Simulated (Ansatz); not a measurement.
# Gap against volume in glassy Na2MgSi3O8 (126 atoms)

Density of this cell: 2.53 g/cm³. The cell holds 126 atoms: 9 Mg, 18 Na, 72 O and 27 Si. Cell: a = 11.654 Å, b = 11.914 Å, c = 12.007 Å, α = 89.0°, β = 88.7°, γ = 88.3°. The starting structure: 126 atoms (9 Mg, 18 Na, 72 O, 27 Si) placed at random at 2.58 g/cm³, melted at 4500 K for 20 ps at fixed volume with the Morse and Coulomb pair potential with partial charges (Pedone, Malavasi, Menziani, Cormack and Segre, J. Phys. Chem. B 110, 11780 (2006)). Quenched from 4500 K to 300 K at 20 K/ps and fixed volume, held 20 ps at zero pressure.

Calculated with Ansatz 0.2.0: Kohn-Sham DFT, PBE, PAW (set soft_2), plane waves; cutoff 420 eV, Γ point, fixed occupations. The relaxed cell was scaled evenly and the atoms were relaxed at each volume. The gap is that between the highest filled and the lowest empty Kohn-Sham level on the run's k-points.

```
volume (Å³/atom)  gap (eV)
          11.897               3.514
          12.426               3.448
          12.823                   ?
          13.219               3.307
          13.616               3.180
          14.013               3.059
```

**Question.** Fit a straight line in ln V to the rows given and interpolate to the withheld row.

Worked fit:

A volume deformation potential makes the spacing linear in u = ln(V/V0), with V0 = 13.219 Å³ the relaxed volume; v is the spacing.

```
u = ln(V/V0)  v (eV)
   -0.105360  3.5138
  -0.0618752  3.4478
           0  3.3074
   0.0295591  3.1798
   0.0582691  3.0595
```

With n = 5: mean u = -0.0158814, mean v = 3.30166, Σ(u − ū)² = 0.017937, Σ(u − ū)(v − v̄) = -0.049106. Slope b = -0.049106 / 0.017937 = -2.7377; intercept a = v̄ − b ū = 3.2582.

At the withheld volume u = -0.03046, and v = a + b u.

Prediction at 12.823: 3.342 eV. The run gave 3.410 eV, so the fit is low by 0.069 eV (2.0 % of the value).

The rows follow a line only loosely (correlation 0.97 in size over all rows, under the 0.97 asked here), so the slope of -2.74 eV is a mean trend and no deformation potential. Among the rows given, the largest miss of the fit is at 13.219, by 0.049 eV (11 % of the range of the table).

Limits: The table spans 16 % in volume, wide for a linear law. Semilocal functionals tend to put gaps under measured ones. Only the Γ point is sampled. Atoms move by up to 0.6 Å in these relaxations, so the structure changes along the series. Defect or tail levels can set the spacing of a disordered cell.

[Logs are printed without paths, hosts, clocks, repeated set-up lines and the standing remarks that a program may print on its own settings, such as how far it seeks lower states.]

[Hosts, paths, dates, database ids (printed as entryN), source tags and the programs' standing remarks are cut or masked in the printed files.]
